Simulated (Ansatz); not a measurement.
Polymorphs of TiSi2 told apart by optics

Method, alike for all: Ansatz, r2SCAN, independent particles, without spin-orbit coupling, line width 0.1 eV (Gaussian), carrier damping 0.03 eV.

Structure 1:

It takes space group Cmcm (No. 63, orthorhombic). The conventional cell has a = 3.530 Å, b = 13.519 Å, c = 3.565 Å, α = 90.00°, β = 90.00°, γ = 90.00°. Around Ti on site c lie 10 Si at 2.58 to 2.81 Å. Si on site c is surrounded by 4 Si at 2.51 Å and 4 Ti at 2.66 to 2.67 Å. Si on site c is surrounded by 2 Si at 2.38 Å and 4 Ti at 2.58 Å.

Structure 2:

The structure is orthorhombic, space group Fddd (No. 70). Conventional cell: a = 4.773 Å, b = 8.236 Å, c = 8.523 Å, α = 90.00°, β = 90.00°, γ = 90.00°. Ti on site b has 10 Si at 2.54 to 2.75 Å as nearest neighbours. Si on site f is surrounded by 5 Ti at 2.54 to 2.75 Å and 5 Si at 2.54 to 2.75 Å.

Spectrum A:

```json
{"E (eV)": "0.50", "Im ε": "30.25"}
{"E (eV)": "1.00", "Im ε": "22.58"}
{"E (eV)": "1.50", "Im ε": "28.33"}
{"E (eV)": "2.00", "Im ε": "25.11"}
{"E (eV)": "2.50", "Im ε": "23.21"}
{"E (eV)": "3.00", "Im ε": "20.33"}
{"E (eV)": "3.50", "Im ε": "19.38"}
{"E (eV)": "4.00", "Im ε": "18.77"}
{"E (eV)": "4.50", "Im ε": "15.71"}
{"E (eV)": "5.00", "Im ε": "15.93"}
{"E (eV)": "5.50", "Im ε": "15.08"}
{"E (eV)": "6.00", "Im ε": "12.40"}
{"E (eV)": "6.50", "Im ε": "11.79"}
{"E (eV)": "7.00", "Im ε": "8.13"}
{"E (eV)": "7.50", "Im ε": "7.16"}
{"E (eV)": "8.00", "Im ε": "5.38"}
{"E (eV)": "8.50", "Im ε": "3.78"}
{"E (eV)": "9.00", "Im ε": "3.70"}
{"E (eV)": "9.50", "Im ε": "2.35"}
{"E (eV)": "10.00", "Im ε": "1.75"}
```

Spectrum B:

(E (eV), Im ε): (0.50, 27.44), (0.75, 14.25), (1.00, 11.86), (1.25, 19.11), (1.50, 24.10), (1.75, 19.67), (2.00, 16.96), (2.25, 16.31), (2.50, 15.06), (2.75, 14.34), (3.00, 18.66), (3.25, 21.35), (3.50, 19.50), (3.75, 16.72), (4.00, 17.75), (4.25, 19.37), (4.50, 19.22), (4.75, 19.50), (5.00, 20.70), (5.25, 20.82), (5.50, 21.56), (5.75, 20.50), (6.00, 17.55), (6.25, 15.36), (6.50, 12.92), (6.75, 10.54), (7.00, 7.97), (7.25, 6.36), (7.50, 6.03), (7.75, 5.45), (8.00, 4.47), (8.25, 3.74), (8.50, 2.95), (8.75, 2.58), (9.00, 2.23), (9.25, 2.10), (9.50, 2.01), (9.75, 1.78), (10.00, 1.42)

Task: Which spectrum belongs to which structure?

Result: A is structure 1 (Cmcm, 14.2 Å³ an atom): a metal, with a Drude term, main peak of the conductivity above 1 eV at 5.56 eV. B is structure 2 (Fddd, 14.0 Å³ an atom): a metal, with a Drude term, main peak of the conductivity above 1 eV at 5.62 eV.

[Logs are printed without paths, hosts, clocks, repeated set-up lines and the standing remarks that a program may print on its own settings, such as how far it seeks lower states.]
